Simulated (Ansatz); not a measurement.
# A failed many-body run on Na2CaMgP2O8 (P-3m1)

Aim: the G0W0 gap of Na2CaMgP2O8 (P-3m1). The first input has a fault.

Method: G0W0 on LDA, plane waves, PAW, in Ansatz 0.2.0.

### 1. The starting structure

The structure is trigonal, space group P-3m1 (No. 164). The conventional cell has a = 5.309 Å, b = 5.309 Å, c = 7.237 Å, α = 90.00°, β = 90.00°, γ = 120.00°. Nearest to Na lie 7 O at 2.06 to 2.66 Å. Nearest to Ca lie 6 O at 2.30 Å. Nearest to Mg lie 6 O at 2.54 Å. Nearest to P lie 4 O at 1.50 to 1.56 Å. O has 1 P at 1.50 Å and 1 Na at 2.06 Å nearest. Nearest to O lie 1 P at 1.56 Å and 1 Ca at 2.30 Å and 1 Mg at 2.54 Å and 2 Na at 2.66 Å. Farther neighbours and most contacts between anions are not listed.

Geometry: measured cell, ions relaxed with LDA. The runs that relaxed it are not among those shown. The default PAW set here is soft_2. Its files were made with PBE.

### 2. First try

Input file input.yaml:

```yaml
crystal:
  lattice:
    - [5.309, 0.0, 0.0]
    - [-2.6545, 4.5977288687, 0.0]
    - [0.0, 0.0, 7.237]
  atoms:
    - { symbol: Na, position: [0.3333333333, 0.6666666667, 0.7042996018] }
    - { symbol: Na, position: [0.6666666667, 0.3333333333, 0.2957003982] }
    - { symbol: Ca, position: [0.0, 0.0, 0.5] }
    - { symbol: Mg, position: [0.0, 0.0, 0.0] }
    - { symbol: P, position: [0.3333333333, 0.6666666667, 0.1970762484] }
    - { symbol: P, position: [0.6666666667, 0.3333333333, 0.8029237516] }
    - { symbol: O, position: [0.3333333333, 0.6666666667, -0.0106699007] }
    - { symbol: O, position: [0.6666666667, 0.3333333333, 1.0106699007] }
    - { symbol: O, position: [0.174395379, 0.825604621, 0.271664958] }
    - { symbol: O, position: [0.174395379, 0.3487907579, 0.271664958] }
    - { symbol: O, position: [0.6512092421, 0.825604621, 0.271664958] }
    - { symbol: O, position: [0.825604621, 0.174395379, 0.728335042] }
    - { symbol: O, position: [0.3487907579, 0.174395379, 0.728335042] }
    - { symbol: O, position: [0.825604621, 0.6512092421, 0.728335042] }
kpoints:
  mp_grid: { grid: [1, 1, 1] }
hamiltonian:
  xc: lda
scf:
  occupations: { method: fixed }
gw:
  n_empty_bands: 186
  ecut_chi: 60
  qp_bands: [v4, c4]
  qp_kpoints: band_edges
  screening: { model: contour_deformation }
```

Run with:

```bash
ansatz run input.yaml --threads 3 --pin off --max-ram 92160MiB --backend cuda --events-out ev --progress --plain --runs-dir out --devices 1 --max-vram 13GiB  # rebuilt from the run's record
```

Numbers of over 12 decimals in the logs are rounded to 6 here.

Log:

```text
GPUs: using 1 of 1 available (devices: 1).
Engine: ansatz 0.2.0, x86_64-unknown-linux-gnu
Pseudopotentials: kind: paw
Pseudopotential: Na, paw, valence charge 9, recommended cutoff 420 eV (normal), Na.paw.azcp
Pseudopotential: Ca, paw, valence charge 10, recommended cutoff 420 eV (normal), Ca.paw.azcp
Pseudopotential: Mg, paw, valence charge 10, recommended cutoff 420 eV (normal), Mg.paw.azcp
Pseudopotential: P, paw, valence charge 5, recommended cutoff 420 eV (normal), P.paw.azcp
Pseudopotential: O, paw, valence charge 6, recommended cutoff 420 eV (normal), O.paw.azcp
Functional definition: SPW92
  exchange = slater_x
  correlation = pw_c
device memory: the entry about to start is reckoned to put 1.3 GiB on a device that reports 62.3 GiB free (of which the cap on the GPU budget leaves the run 13.0 GiB)
GPU FFT provider: cuFFT
GPU libraries: cuBLAS 13.8.2, cuFFT 12.4.0, cuSOLVER 12.3.4
Crystal: 14 atoms, lattice volume = 176.650 Å³
Basis set: ecut = 420 eV, 3439 PW (Γ)
Bands: 62, of which v1, the nominal top of the filled ones, is band 48 counted from 1 (47 counted from 0)
Symmetry: 12 space group operations
Space group: P-3m1 (ITA 164), of the structure as read, at distance tolerance 5.6e-5 Å
k-points: 1
Non-local potential: Na, projectors of the file, l = 0: 3, l = 1: 2, l = 2: 1
Non-local potential: Ca, projectors of the file, l = 0: 3, l = 1: 2, l = 2: 2
Non-local potential: Mg, projectors of the file, l = 0: 3, l = 1: 2, l = 2: 1
Non-local potential: P, projectors of the file, l = 0: 2, l = 1: 2, l = 2: 2
Non-local potential: O, projectors of the file, l = 0: 2, l = 1: 2, l = 2: 1
PAW form: soft (Blöchl's): semilocal exchange-correlation on the pseudo side does not see the compensation charge
PAW frozen core: Na, regenerated for the run's functional, and the local potential with it (the file was generated under x = pbe(κ = 0.804, μ = 0.219515), c = pbe(β = 0.066725))
PAW frozen core: Ca, regenerated for the run's functional, and the local potential with it (the file was generated under x = pbe(κ = 0.804, μ = 0.219515), c = pbe(β = 0.066725))
PAW frozen core: Mg, regenerated for the run's functional, and the local potential with it (the file was generated under x = pbe(κ = 0.804, μ = 0.219515), c = pbe(β = 0.066725))
PAW frozen core: P, regenerated for the run's functional, and the local potential with it (the file was generated under x = pbe(κ = 0.804, μ = 0.219515), c = pbe(β = 0.066725))
PAW frozen core: O, regenerated for the run's functional, and the local potential with it (the file was generated under x = pbe(κ = 0.804, μ = 0.219515), c = pbe(β = 0.066725))
PAW one-centre angular grid: Na, 110 points (default); XC on 64 Gauss nodes
PAW one-centre angular grid: Ca, 110 points (default); XC on 64 Gauss nodes
PAW one-centre angular grid: Mg, 110 points (default); XC on 64 Gauss nodes
PAW one-centre angular grid: P, 110 points (default); XC on 64 Gauss nodes
PAW one-centre angular grid: O, 110 points (default); XC on 64 Gauss nodes
Initial density: superposition of atomic densities (neutral atoms: chi_scale 0, normalization atom), corrected by the library's trained network
Initial wavefunctions: pseudopotential atomic-orbital guess
GPU buffer pool allocated for 64800 grid points (all kernels)
GPU transforms: local potential and band sums: pruned to the plane-wave sphere, on 36×36×50
Functional: x = slater, c = lda
SCF iter   1: F=—  HF=-12511.472949 eV  |F-HF|=—  |Δ(HF+E_count)|=         —  Δρ=1.28e-2  dr2=1.91e-1  ethr=1.77e-3  ⟨swp⟩=6.0  Hψ=237  notcnv=0  defer=12
preconditioner: auto → Resta (q_TF=auto, 2.465 Å⁻¹)  ε∞=3.2  [insulator: Δε(μ)=2.834 eV  Ē_g=17.037 eV  n_scr=40 (ndim 8)  ℏωp=25.3 eV  f_vac=0.067  ε∞_Penn≈3.2]
SCF iter   2: F=—  HF=-12511.419516 eV  |F-HF|=—  |Δ(HF+E_count)|=   5.34e-2  Δρ=5.63e-3  dr2=2.79e-2  ethr=1.99e-4  ⟨swp⟩=2.0  Hψ=116  notcnv=0  defer=12
SCF iter   3: F=—  HF=-12511.414641 eV  |F-HF|=—  |Δ(HF+E_count)|=   4.88e-3  Δρ=2.51e-3  dr2=6.89e-3  ethr=2.90e-5  ⟨swp⟩=3.0  Hψ=88  notcnv=0  defer=12
SCF iter   4: F=—  HF=-12511.413745 eV  |F-HF|=—  |Δ(HF+E_count)|=   8.96e-4  Δρ=4.63e-4  dr2=4.69e-4  ethr=7.18e-6  ⟨swp⟩=3.0  Hψ=79  notcnv=0  defer=12
SCF iter   5: F=—  HF=-12511.413713 eV  |F-HF|=—  |Δ(HF+E_count)|=   3.14e-5  Δρ=2.17e-4  dr2=8.08e-5  ethr=4.89e-7  ⟨swp⟩=2.0  Hψ=80  notcnv=0  defer=11
SCF iter   6: F=—  HF=-12511.413703 eV  |F-HF|=—  |Δ(HF+E_count)|=   1.05e-5  Δρ=8.33e-5  dr2=8.95e-6  ethr=8.42e-8  ⟨swp⟩=2.0  Hψ=92  notcnv=0  defer=11
SCF iter   7: F=—  HF=-12511.413701 eV  |F-HF|=—  |Δ(HF+E_count)|=   1.72e-6  Δρ=1.58e-5  dr2=4.24e-7  ethr=9.32e-9  ⟨swp⟩=2.0  Hψ=93  notcnv=0  defer=11
SCF iter   8: F=-12511.413701 eV  HF=-12511.413701 eV  |F-HF|=1.35e-9  |Δ(HF+E_count)|=   9.42e-9  Δρ=3.66e-6  dr2=2.64e-8  ethr=1.04e-10  ⟨swp⟩=18.0  Hψ=472  notcnv=0
SCF 1 converged in 8 iterations: F = -12511.413701 eV  dr2 = 2.64e-8
[...]
device memory: the entry about to start is reckoned to put 1.5 GiB on a device that reports 62.2 GiB free (of which the cap on the GPU budget leaves the run 13.0 GiB)
NSCF: frozen V_eff on 1 k-points
[...]
device memory: the entry about to start is reckoned to put 1.4 GiB on a device that reports 61.1 GiB free (of which the cap on the GPU budget leaves the run 13.0 GiB)
NSCF: frozen V_eff on 1 k-points
G₀W₀ screening: q 1/1
G₀W₀ self-energy: k 1/1
device memory: the entry about to start is reckoned to put 0.9 GiB on a device that reports 59.7 GiB free (of which the cap on the GPU budget leaves the run 13.0 GiB)
NSCF: frozen V_eff on 1 k-points
device memory: the entry about to start is reckoned to put 0.9 GiB on a device that reports 59.0 GiB free (of which the cap on the GPU budget leaves the run 13.0 GiB)
NSCF: frozen V_eff on 1 k-points
device memory: the entry about to start is reckoned to put 0.9 GiB on a device that reports 58.9 GiB free (of which the cap on the GPU budget leaves the run 13.0 GiB)
NSCF: frozen V_eff on 1 k-points
device memory: the entry about to start is reckoned to put 0.9 GiB on a device that reports 58.6 GiB free (of which the cap on the GPU budget leaves the run 13.0 GiB)
NSCF: frozen V_eff on 1 k-points
device memory: the entry about to start is reckoned to put 0.9 GiB on a device that reports 58.0 GiB free (of which the cap on the GPU budget leaves the run 13.0 GiB)
NSCF: frozen V_eff on 1 k-points
SCF converged after 8 iterations
Free energy (F): -12511.413701 eV
Harris-Foulkes:  -12511.413701 eV  (|F-HF|=1.35e-9)
Internal energy: -12511.413701 eV  (E = F + TS)
E sigma→0 (E₀):  -12511.413701 eV
Fermi energy:    4.719620 eV
--- Per-component energies (eV) ---
  E_band       = -1022.941058
  E_kinetic    = 2173.692341
  E_local      = -7877.266814  (includes V_loc(G=0)·N_el)
  E_nonlocal   = 861.479577
  E_hartree    = 2749.426512
  E_xc         = -949.727075
  E_vxc        = -1183.771062  (∫ρ·V_xc dr)
  E_paw        = -3841.291596  (= ΣΔE_a)
  E_vpaw       = -495.945989  (= ΣTr[D̂ρ^β])
  E_aug_tail   = 0.020673  (compensation charges beyond the density's cutoff)
  E_ewald      = -5629.472820
  E_core_change = 1.725500  (= ΣΔE_core)
  E_smearing   = -0.000000  (= −TS)
  E_closure    = -0.000000  (closes the sum)
  Σ components = -12511.413701   (vs F -12511.413701, Δ=0.00e0)
--- Band table (eV) ---
  k-point 0: bands = [... 44 lower, 4.5170, 4.5170, 4.6563, 4.7196, 7.4381, 9.7831, 10.6810, 10.6810, ... 10 higher]
--- G₀W₀: contour deformation, 6 samples at zero and on the imaginary axis and 1 off it, 1 q-point, 186 empty bands' worth ---
  eigenvalues of the whole cell's RPA ε∞ on this k-mesh (on a slab, of 1 + 4πα/V) = 3.5256, 4.4131, 4.4131; static W/v taken at q = 0 is 0.234203
  bands read: the sum over 234 bands ends inside a degenerate multiplet in 1 slot, whose members it reads at an even weight; the widest, k=0: bands 234 to 235 (counted from 1) at 1/2 each
  gw.qp_kpoints: band_edges: 1 of 1 stored k-point solved, in 1 pass; an edge of the gap read off the rows below is read off those points alone
  `?` marks the rows in doubt; gw_qp.tsv's column doubts and the gw_qp event give each row's grounds
    ik  band        ε_KS         Σx   Σc(E_QP)       V_xc       Z   E_QP_lin       E_QP  E_QP is
     0    45      4.5170   -26.3479     5.1529   -20.5633  0.7524     3.8773     3.8854  root
     0    46      4.5170   -26.3479     5.1529   -20.5633  0.7524     3.8773     3.8854  root
     0    47      4.6563   -27.1835     5.5237   -20.9079  0.7486     3.8924     3.9046  root
     0    48      4.7196   -27.3025     5.5265   -21.0394  0.7489     3.9715     3.9831  root
     0    49      7.4381    -5.6146    -4.2123   -10.7307  0.8069     8.3576     8.3419  root
     0    50      9.7831    -7.0942    -4.4579   -13.0095  0.7879    11.2887    11.2405  root
     0    51     10.6810    -7.0257    -5.0963   -14.1195  0.7913    12.7956    12.6785  root ?
     0    52     10.6810    -7.0257    -5.0963   -14.1195  0.7913    12.7956    12.6785  root ?
```

It took 5.7 s on 1 × NVIDIA H100 80GB HBM3 (shared by 6 runs) with 3 threads of AMD EPYC 7R13 (Zen 3), shared host; peak memory 1.1 GiB; 4.9 s of CPU time.

**Diagnosis.**

The run ended normally, though the input holds a fault or crude settings.

The fault: one k-point. One point can't sample the density or the screening of a small cell, and the band edges may lie elsewhere in the zone.

It printed a gap of 4.36 eV, which is an artefact of the settings.

### 3. A better input

G0W0 replaces the xc potential by the self-energy, built once from these orbitals. Only a window of levels is corrected, while the sums run over the empty bands that the input names.

input.yaml: that of step 2 with these lines changed.

```diff
@@ -21,3 +21,3 @@
 kpoints:
-  mp_grid: { grid: [1, 1, 1] }
+  mp_grid: { grid: [6, 6, 2] }
 hamiltonian:
@@ -27,4 +27,4 @@
 gw:
-  n_empty_bands: 186
-  ecut_chi: 60
+  n_empty_bands: 133
+  ecut_chi: 48
   qp_bands: [v4, c4]
```

Log:

```text
GPUs: using 1 of 1 available (devices: 1).
[...]
GPU FFT provider: cuFFT
GPU libraries: cuBLAS 13.8.2, cuFFT 12.4.0, cuSOLVER 12.3.4
Crystal: 14 atoms, lattice volume = 176.650 Å³
Basis set: ecut = 420 eV, 3439 PW (Γ)
Bands: 62, of which v1, the nominal top of the filled ones, is band 48 counted from 1 (47 counted from 0)
[... 1 set-up line as in the run before ...]
[...]
k-points: 14 of 72
[...]
GPU buffer pool allocated for 64800 grid points (all kernels)
[...]
SCF iter   1: F=—  HF=-12515.358380 eV  |F-HF|=—  |Δ(HF+E_count)|=         —  Δρ=1.40e-2  dr2=3.00e-1  ethr=1.77e-3  ⟨swp⟩=5.3  Hψ=3428  notcnv=0  defer=166
[...]
SCF iter   8: F=-12515.264751 eV  HF=-12515.264751 eV  |F-HF|=2.36e-9  |Δ(HF+E_count)|=   4.60e-9  Δρ=2.98e-6  dr2=1.73e-8  ethr=1.04e-10  ⟨swp⟩=19.5  Hψ=5915  notcnv=0
SCF 1 converged in 8 iterations: F = -12515.264751 eV  dr2 = 1.73e-8
[...]
6    52     11.3061    -7.8391    -4.3482   -14.8793  0.8260    14.1131    13.9981  root ?
[...]
8    52     11.0423    -7.3892    -4.3455   -14.4769  0.8311    13.8994    13.7845  root ?
[...]
9    52     10.9910    -7.2729    -4.3475   -14.3674  0.8320    13.8526    13.7379  root ?
[...]
10    52     11.3172    -7.7366    -4.2780   -14.6159  0.8272    14.0216    13.9186  root ?
[...]
11    52     11.1589    -7.1926    -4.3164   -14.1284  0.8315    13.8828    13.7783  root ?
[...]
12    52     11.2476    -8.0080    -4.2049   -14.7725  0.8240    13.9106    13.8071  root ?
[...]
13    49      9.7086    -7.9073    -3.4605   -13.1972  0.8297    11.5790    11.5380  root
    13    50     10.1246    -6.1051    -3.5503   -11.5556  0.8449    12.0669    12.0248  root
    13    51     10.1246    -6.1051    -3.5503   -11.5556  0.8449    12.0669    12.0248  root
    13    52     10.8679    -6.7255    -4.1727   -13.3033  0.8346    13.3558    13.2731  root
[key lines of the parts left out:]
SCF converged after 8 iterations
Free energy (F): -12515.264751 eV
Fermi energy:    4.392538 eV
```

Run time: 32 s. Hardware: 1 × NVIDIA H100 80GB HBM3 (shared by 6 runs) with 3 threads; peak memory 1.3 GiB.

This step gave:

| Property | Result |
| --- | --- |
| bands summed | 181 |
| RPA ε∞ on this mesh (eigenvalues) | 2.713, 2.713, 2.780 |
| plane waves in the screening matrix | 123 |
| q-points in the mesh | 72 |
| G0W0 gap on the mesh | 5.294 eV |
| k of the valence top | 0, 0.1667, 0 |
| k of the conduction bottom | 0, 0, 0 |
| starting gap on the mesh | 3.029 eV |
| Z at the valence top | 0.7863 |
| Z at the conduction bottom | 0.8573 |
| least direct G0W0 gap on the computed points | 5.312 eV |

The gap on the mesh goes from 3.03 eV to 5.29 eV, a correction of +2.26 eV. Between the two edge states, bare exchange in place of the xc potential would open the gap by 10.12 eV, and correlation takes back 7.85 eV.

### 4. Results

```json
{
 "first try": "converged after 5.7 s",
 "better run": "G0W0 gap on the mesh 5.29 eV (6×6×2 mesh, 133 empty bands, screening to 48 eV)"
}
```

**Reading.** The second run differs in: mesh, empty bands and screening cutoff (eV). Bands and cutoff are finite, so the gap is not at the basis limit. The miss can reach some tenths of an eV and take either sign; the mesh is an error of its own. The 6×6×2 mesh is coarse for this cell (its supercell is 14 Å along the shortest edge). The RPA ε∞ on it, from the LDA start, is 2.71 and 2.78; such meshes misread the long-range screening, most where the gap is narrow.

[Paths, hosts, dates, memory and timing lines, banners, echoed tables and standing remarks are left out of the program output.]

[Logs are printed without paths, hosts, clocks, repeated set-up lines and the standing remarks that a program may print on its own settings, such as how far it seeks lower states.]

[Runs of the session that timed out or met a known fault of the program may be left out.]

[Cells called generated may have been cut or substituted from an entry of the Crystallography Open Database or the Materials Project.]

[Hosts, paths, dates, database ids (printed as entryN), source tags and the programs' standing remarks are cut or masked in the printed files.]
